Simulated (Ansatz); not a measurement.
# Te2Mo (P6_3/mmc): how G0W0 depends on its starting point

How much of the starting functional survives in the G0W0 gap of Te2Mo (P6_3/mmc)?

Main program and level: Ansatz 0.2.0; G0W0 on several functionals, plane waves, PAW.

## 1. The starting structure

The structure is hexagonal, space group P6_3/mmc (No. 194). The conventional cell has a = 3.518 Å, b = 3.518 Å, c = 13.974 Å, α = 90.00°, β = 90.00°, γ = 120.00°. Nearest to Te lie 3 Mo at 2.72 Å. Nearest to Mo lie 6 Te at 2.72 Å. Farther neighbours and most contacts between anions are not listed.

Coordinates:

```cif
data_structure
_symmetry_space_group_name_H-M 'P6_3/mmc'
_symmetry_Int_Tables_number 194
_cell_length_a 3.5182
_cell_length_b 3.5182
_cell_length_c 13.9736
_cell_angle_alpha 90.000
_cell_angle_beta 90.000
_cell_angle_gamma 120.000
_cell_volume 149.79
loop_
_atom_site_label
_atom_site_type_symbol
_atom_site_symmetry_multiplicity
_atom_site_Wyckoff_symbol
_atom_site_fract_x
_atom_site_fract_y
_atom_site_fract_z
_atom_site_occupancy
Te1 Te 4 f 0.33333 0.66667 0.62100 1
Mo1 Mo 2 c 0.33333 0.66667 0.25000 1
```

The cell and positions come from the Crystallography Open Database and are kept as given unless a step says otherwise. Spin-orbit coupling is left out unless a step names it.

## 2. G0W0 on PBE

G0W0 replaces the xc potential by the self-energy, built once from these orbitals. Only a window of levels is corrected, while the sums run over the empty bands that the input names. This step takes hard PAW files.

This step: G0W0 on PBE, plane waves, PAW.

Contents of input.yaml:

```yaml
crystal:
  lattice:
    - [3.5182, 0.0, 0.0]
    - [-1.7591, 3.0468505756, 0.0]
    - [0.0, 0.0, 13.9736]
  atoms:
    - { symbol: Te, position: [0.3333333333, 0.6666666667, 0.621] }
    - { symbol: Te, position: [0.6666666667, 0.3333333333, 0.121] }
    - { symbol: Te, position: [0.3333333333, 0.6666666667, 0.879] }
    - { symbol: Te, position: [0.6666666667, 0.3333333333, 0.379] }
    - { symbol: Mo, position: [0.3333333333, 0.6666666667, 0.25] }
    - { symbol: Mo, position: [0.6666666667, 0.3333333333, 0.75] }
kpoints:
  mp_grid: { grid: [6, 6, 2] }
hamiltonian:
  xc: pbe
  pseudopotentials: { kind: paw, source: ansatz }
scf:
  occupations: { method: fixed }
gw:
  n_empty_bands: 890
  ecut_chi: 190.0
  qp_bands: [v2, c2]
  qp_kpoints: band_edges
  screening: { model: contour_deformation }
```

Command:

```bash
$ ansatz run input.yaml --threads 4 --pin off --max-ram 138240MiB --backend cuda --events-out ev --progress --plain --runs-dir out --devices 1 --max-vram 26GiB
```

Numbers of over 12 decimals in the logs are rounded to 6 here.

The log of the run:

```text
GPUs: using 1 of 1 available (devices: 1).
Engine: ansatz 0.2.0, x86_64-unknown-linux-gnu
Pseudopotentials: kind: paw
Pseudopotential: Te, paw, valence charge 16, recommended cutoff 640 eV (normal), Te.paw.azcp
Pseudopotential: Mo, paw, valence charge 14, recommended cutoff 500 eV (normal), Mo.paw.azcp
Functional definition: PBE
  parameter kappa = 0.804
  parameter beta = 0.066725
  exchange = pbe_x(kappa = kappa, mu = beta*pi^2/3)
  correlation = pbe_c(beta = beta)
device memory: the entry about to start is reckoned to put 5.6 GiB on a device that reports 66.3 GiB free (of which the cap on the GPU budget leaves the run 26.0 GiB)
GPU FFT provider: cuFFT
GPU libraries: cuBLAS 13.8.2, cuFFT 12.4.0, cuSOLVER 12.3.4
Crystal: 6 atoms, lattice volume = 149.789 Å³
Basis set: ecut = 640 eV, 5559 PW (Γ)
Bands: 56, of which v1, the nominal top of the filled ones, is band 46 counted from 1 (45 counted from 0)
Symmetry: 24 space group operations
Space group: P63/mmc (ITA 194), of the structure as read, at distance tolerance 5.3e-5 Å
k-points: 14 of 72
Non-local potential: Te, projectors of the file, l = 0: 2, l = 1: 2, l = 2: 3, l = 3: 2
Non-local potential: Mo, projectors of the file, l = 0: 3, l = 1: 3, l = 2: 2, l = 3: 2
PAW form: soft (Blöchl's): semilocal exchange-correlation on the pseudo side does not see the compensation charge
PAW one-centre angular grid: Te, 590 points (default); XC on 64 Gauss nodes
PAW one-centre angular grid: Mo, 590 points (default); XC on 64 Gauss nodes
Initial density: superposition of atomic densities (chi_scale 0.1, normalization cell, long waves kept (reshape's long-wave potential 0.01 eV rms))
Initial wavefunctions: pseudopotential atomic-orbital guess
GPU buffer pool allocated for 108000 grid points (all kernels)
GPU transforms: local potential and band sums: pruned to the plane-wave sphere, on 30×30×120
Functional: x = pbe(κ = 0.804, μ = 0.219515), c = pbe(β = 0.066725)
SCF iter   1: F=—  HF=-37846.277984 eV  |F-HF|=—  |Δ(HF+E_count)|=         —  Δρ=5.47e-2  dr2=6.32e0  ethr=3.10e-3  ⟨swp⟩=5.4  Hψ=2591  notcnv=0  defer=79
preconditioner: auto → Resta (q_TF=auto, 2.515 Å⁻¹)  ε∞=6.4  [insulator: Δε(μ)=0.756 eV  Ē_g=7.841 eV  n_scr=52 (ndim 8)  ℏωp=18.2 eV  f_vac=0.008  ε∞_Penn≈6.4]
SCF iter   2: F=—  HF=-37845.188680 eV  |F-HF|=—  |Δ(HF+E_count)|=    1.09e0  Δρ=2.20e-2  dr2=2.76e0  ethr=3.10e-3  ⟨swp⟩=3.1  Hψ=1404  notcnv=0  defer=89
SCF iter   3: F=—  HF=-37844.903514 eV  |F-HF|=—  |Δ(HF+E_count)|=   2.85e-1  Δρ=1.46e-2  dr2=4.36e-1  ethr=3.00e-3  ⟨swp⟩=2.0  Hψ=871  notcnv=0  defer=102
SCF iter   4: F=—  HF=-37844.802138 eV  |F-HF|=—  |Δ(HF+E_count)|=   1.01e-1  Δρ=2.02e-3  dr2=7.46e-3  ethr=4.74e-4  ⟨swp⟩=2.9  Hψ=1089  notcnv=0  defer=107
SCF iter   5: F=—  HF=-37844.803220 eV  |F-HF|=—  |Δ(HF+E_count)|=   1.08e-3  Δρ=7.36e-4  dr2=1.29e-3  ethr=8.11e-6  ⟨swp⟩=3.1  Hψ=1494  notcnv=0  defer=110
SCF iter   6: F=—  HF=-37844.803641 eV  |F-HF|=—  |Δ(HF+E_count)|=   4.22e-4  Δρ=1.74e-4  dr2=1.56e-4  ethr=1.40e-6  ⟨swp⟩=2.0  Hψ=1010  notcnv=0  defer=110
SCF iter   7: F=—  HF=-37844.803710 eV  |F-HF|=—  |Δ(HF+E_count)|=   6.86e-5  Δρ=8.88e-5  dr2=1.29e-5  ethr=1.70e-7  ⟨swp⟩=2.1  Hψ=1028  notcnv=0  defer=107
SCF iter   8: F=—  HF=-37844.803714 eV  |F-HF|=—  |Δ(HF+E_count)|=   4.72e-6  Δρ=1.58e-5  dr2=5.22e-7  ethr=1.40e-8  ⟨swp⟩=2.0  Hψ=1014  notcnv=0  defer=99
SCF iter   9: F=—  HF=-37844.803715 eV  |F-HF|=—  |Δ(HF+E_count)|=   7.20e-7  Δρ=9.11e-6  dr2=1.22e-7  ethr=1.09e-10  ⟨swp⟩=13.2  Hψ=4088  notcnv=0
SCF iter  10: F=-37844.803715 eV  HF=-37844.803715 eV  |F-HF|=1.67e-10  |Δ(HF+E_count)|=   8.37e-9  Δρ=1.11e-6  dr2=1.65e-9  ethr=1.09e-10  ⟨swp⟩=3.0  Hψ=1665  notcnv=0
SCF 1 converged in 10 iterations: F = -37844.803715 eV  dr2 = 1.65e-9
  greatest PAW one-centre occupation: 0.987 electrons in one spin orbital (limit 2), on the Te atom at site 3 (counted from 0), in its partial waves of l = 2
device memory: the entry about to start is reckoned to put 7.0 GiB (of the 7.1 GiB reckoned in all, the device holds 0.1 GiB already) on a device that reports 66.2 GiB free (of which the cap on the GPU budget leaves the run 25.9 GiB)
NSCF: frozen V_eff on 14 k-points
the band table was solved once the SCF had ended and its energy, with any forces and stress, was formed, with the checks that follow a solve (3237 applications of the Hamiltonian). They found nothing against the state; the energy, forces and stress were not computed again (output.eigenvalues in the input reference)
device memory: the entry about to start is reckoned to put 11.3 GiB on a device that reports 66.2 GiB free (of which the cap on the GPU budget leaves the run 26.0 GiB)
NSCF: frozen V_eff on 14 k-points
G₀W₀ screening: q 1/14
[... further progress lines ...]
SCF converged after 10 iterations
Free energy (F): -37844.803715 eV
Harris-Foulkes:  -37844.803715 eV  (|F-HF|=1.67e-10)
Internal energy: -37844.803715 eV  (E = F + TS)
E sigma→0 (E₀):  -37844.803715 eV
Fermi energy:    13.093940 eV
--- Per-component energies (eV) ---
  E_band       = -1086.635905
  E_kinetic    = 3383.815148
  E_local      = -8631.238670  (includes V_loc(G=0)·N_el)
  E_nonlocal   = -1542.573392
  E_hartree    = 3511.019478
  E_xc         = -2334.178983
  E_vxc        = -1362.229806  (∫ρ·V_xc dr)
  E_paw        = -22915.026497  (= ΣΔE_a)
  E_vpaw       = 43.550258  (= ΣTr[D̂ρ^β])
  E_aug_tail   = 0.000816  (compensation charges beyond the density's cutoff)
  E_ewald      = -9316.621616
  E_smearing   = -0.000000  (= −TS)
  E_closure    = 0.000000  (closes the sum)
  Σ components = -37844.803715   (vs F -37844.803715, Δ=0.00e0)
--- Band table (eV; the first three rows and the last of 14) ---
  k-point 0: bands = [... 42 lower, 12.0802, 12.0802, 12.7701, 13.0939, 15.9974, 15.9974, 16.1303, 16.1303, ... 6 higher]
  k-point 1: bands = [... 42 lower, 12.0626, 12.0626, 13.0126, 13.0126, 16.0352, 16.0352, 16.0352, 16.0352, ... 6 higher]
  k-point 2: bands = [... 42 lower, 11.8665, 12.1046, 12.6492, 12.8110, 14.8984, 15.1656, 15.1925, 15.4341, ... 6 higher]
  k-point 13: bands = [... 42 lower, 11.0994, 11.0994, 12.8843, 12.8843, 14.0741, 14.0741, 14.7211, 14.7211, ... 6 higher]
--- G₀W₀: contour deformation, 8 samples at zero and on the imaginary axis and 1 off it, 72 q-points, 890 empty bands' worth ---
  eigenvalues of the whole cell's RPA ε∞ on this k-mesh (on a slab, of 1 + 4πα/V) = 10.6544, 19.5443, 19.5443; static W/v taken at q = 0 is 0.054265
  gw.qp_kpoints: band_edges: 13 of 14 stored k-points solved, in 1 pass; an edge of the gap read off the rows below is read off those points alone
    valence top: of the k-points left out ik 5 came nearest to being solved in a further pass, in band 46 (counted from 1, as in the quasiparticle table): it holds the edge there only if its correction is more favourable than any solved in that band by at least 0.765 eV; those differ by 0.465 eV
    conduction bottom: of the k-points left out ik 5 came nearest to being solved in a further pass, in band 47 (counted from 1, as in the quasiparticle table): it holds the edge there only if its correction is more favourable than any solved in that band by at least 0.455 eV; those differ by 0.289 eV
    ik  band        ε_KS         Σx   Σc(E_QP)       V_xc       Z   E_QP_lin       E_QP  E_QP is
     0    45     12.7701   -16.2160     0.9327   -14.6944  0.7657    12.1736    12.1814  root
     0    46     13.0939   -18.8278     0.1419   -18.5227  0.7214    12.9304    12.9307  root
     0    47     15.9974   -12.6040    -4.2620   -16.8032  0.7289    15.9346    15.9345  root
     0    48     15.9974   -12.6040    -4.2620   -16.8032  0.7289    15.9346    15.9345  root
     1    45     13.0126   -18.2127     0.3469   -17.6107  0.7309    12.7565    12.7575  root
     1    46     13.0126   -18.2127     0.3469   -17.6107  0.7309    12.7565    12.7575  root
     1    47     16.0352   -12.5779    -4.2882   -16.7943  0.7260    15.9637    15.9634  root
     1    48     16.0352   -12.5779    -4.2882   -16.7943  0.7260    15.9637    15.9634  root
     2    45     12.6492   -18.6373     0.4643   -17.9977  0.7193    12.4732    12.4738  root
     2    46     12.8110   -16.2920     0.8585   -14.8651  0.7662    12.2360    12.2426  root
     2    47     14.8984   -13.0667    -4.1865   -17.2358  0.7248    14.8810    14.8810  root
     2    48     15.1656   -13.5299    -4.2514   -17.8544  0.7389    15.2388    15.2387  root
     3    45     12.6952   -17.8967     0.5843   -17.0162  0.7338    12.3973    12.3990  root
     3    46     12.6952   -17.8967     0.5843   -17.0162  0.7338    12.3973    12.3990  root
     3    47     15.0543   -13.2809    -4.2247   -17.5074  0.7249    15.0562    15.0562  root
     3    48     15.0543   -13.2809    -4.2247   -17.5074  0.7249    15.0562    15.0562  root
     4    45     12.1937   -17.8877     1.0001   -16.5515  0.7293    11.8541    11.8576  root
     4    46     12.3395   -18.2387     0.8552   -17.0888  0.7286    12.0426    12.0449  root
     4    47     14.2134   -14.0352    -4.1804   -18.3227  0.7162    14.3208    14.3205  root
     4    48     14.5903   -14.3774    -4.0917   -18.5352  0.7146    14.6566    14.6564  root
     6    45     12.4919   -16.5331     0.8969   -15.1431  0.7536    11.9930    11.9988  root
     6    46     12.7811   -16.9971     0.7324   -15.8045  0.7550    12.3166    12.3209  root
     6    47     14.3620   -16.0711    -4.3541   -20.6422  0.6961    14.5802    14.5789  root
     6    48     14.4208   -15.8022    -4.3909   -20.3911  0.6974    14.6198    14.6187  root
[...]
12    45     12.7882   -17.8470     0.1909   -17.5290  0.7136    12.6609    12.6612  root
    12    46     13.0275   -18.5645     0.0048   -18.4559  0.7133    12.9236    12.9239  root
    12    47     14.0672   -15.3402    -4.1427   -19.6442  0.7043    14.2291    14.2285  root
    12    48     14.0672   -15.3402    -4.1427   -19.6442  0.7043    14.2291    14.2285  root
    13    45     12.8843   -18.0638     0.0960   -17.8509  0.7141    12.7671    12.7673  root
    13    46     12.8843   -18.0638     0.0960   -17.8509  0.7141    12.7671    12.7673  root
    13    47     14.0741   -15.3351    -4.1462   -19.6410  0.7044    14.2344    14.2338  root
    13    48     14.0741   -15.3351    -4.1462   -19.6410  0.7044    14.2344    14.2338  root
```

Wall time 1.8 min (1 × NVIDIA H100 80GB HBM3 (shared by 3 runs) with 4 threads of AMD EPYC 7R13 (Zen 3), shared host); peak memory 4.4 GiB.

This step gave:

```
bands summed                                 : 936
RPA ε∞ on this mesh (eigenvalues)            : 10.65, 19.54, 19.54
plane waves in the screening matrix          : 847
q-points in the mesh                         : 72
G0W0 gap on the mesh                         : 1.017 eV
k of the valence top                         : 0, 0, 0
k of the conduction bottom                   : 0.1667, 0.1667, 0
starting gap on the mesh                     : 0.8261 eV
Z at the valence top                         : 0.7214
Z at the conduction bottom                   : 0.7350
least direct G0W0 gap on the computed points : 1.305 eV
```

The gap on the mesh goes from 0.83 eV to 1.02 eV, a correction of +0.19 eV. Between the two edge states, bare exchange in place of the xc potential would open the gap by 4.04 eV, and correlation takes back 3.85 eV.

(Continued in part 2 of 2.)

[Paths, hosts, dates, memory and timing lines, banners, echoed tables and standing remarks are left out of the program output.]

[Logs are printed without paths, hosts, clocks, repeated set-up lines and the standing remarks that a program may print on its own settings, such as how far it seeks lower states.]

[Runs of the session that timed out or met a known fault of the program may be left out.]

[Cells called generated may have been cut or substituted from an entry of the Crystallography Open Database or the Materials Project.]

[Hosts, paths, dates, database ids (printed as entryN), source tags and the programs' standing remarks are cut or masked in the printed files.]
